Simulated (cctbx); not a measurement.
# BaCa5Cu2 across an absorption edge

Space group C2/m (no. 12), a = 11.7450 Å, b = 11.7770 Å, c = 9.6736 Å, α = 90.00°, β = 126.88°, γ = 90.00°.

| atom | mult. | x | y | z | Ueq (Å²) |
| --- | --- | --- | --- | --- | --- |
| Ba1 | 4 | 1/2 | 0.7535 | 1/2 | 0.0079 |
| Cu1 | 4 | 0.6076 | 0 | 0.9975 | 0.0095 |
| Cu2 | 4 | 1/2 | 0.6119 | 0 | 0.0102 |
| Ca1 | 4 | 1/4 | 1/4 | 0 | 0.0118 |
| Ca2 | 8 | 0.6429 | 0.8345 | 0.2799 | 0.0123 |
| Ca3 | 4 | 0.9681 | 0 | 0.2749 | 0.0127 |
| Ca4 | 4 | 0.3092 | 0 | 0.2769 | 0.0112 |

The model is made up (kin elements in a known structure type, no relaxation), so it says nothing on whether the phase exists.

Calculated with cctbx: free-atom f′ and f″ from the Sasaki tables, no fine structure; amplitudes in electrons.

```csv
E (eV),F 0 2 0,F 0 2 2,F 0 4 0,F 2 2 0
4647,49.7,159.6,266.1,40.4
4997,41.7,155.1,261.0,29.4
5127,35.1,149.3,255.1,21.9
5187,28.9,143.5,249.1,15.4
5217,22.9,137.5,243.1,9.1
5232,17.1,131.5,237.1,3.7
5239,12.3,126.1,231.6,4.3
5243,8.5,120.3,225.7,9.7
5251,36.9,128.9,230.4,28.3
5255,37.9,135.0,236.9,26.4
5262,39.6,140.5,242.7,26.1
5277,42.4,146.4,248.9,27.2
5307,45.5,152.1,254.9,29.4
5397,49.8,159.2,262.3,32.9
5647,57.9,163.0,264.4,41.8
```

**Question.** Which edge is crossed, and why do the reflections move as they do?

The L3 edge of Ba. The edge is at 5247 eV. f′ of Ba falls from -11.8 e at 5127 eV to -19.6 e at 4 eV below it, and f″ steps from 3.47 to 10.78 e across it. Over that approach |F| changes by -76 % (0 2 0), -19 % (0 2 2), -12 % (0 4 0) and -56 % (2 2 0): a reflection falls where Ba scatters in phase with the total and rises where it scatters against it; it hardly moves where the Ba term is small or cancels by symmetry. Above the edge the larger f″ enters the imaginary part, where it can add to or cancel the other atoms' f″. The structure is centrosymmetric, so Friedel mates stay equal.

[Logs are printed without paths, hosts, clocks, repeated set-up lines and the standing remarks that a program may print on its own settings, such as how far it seeks lower states.]
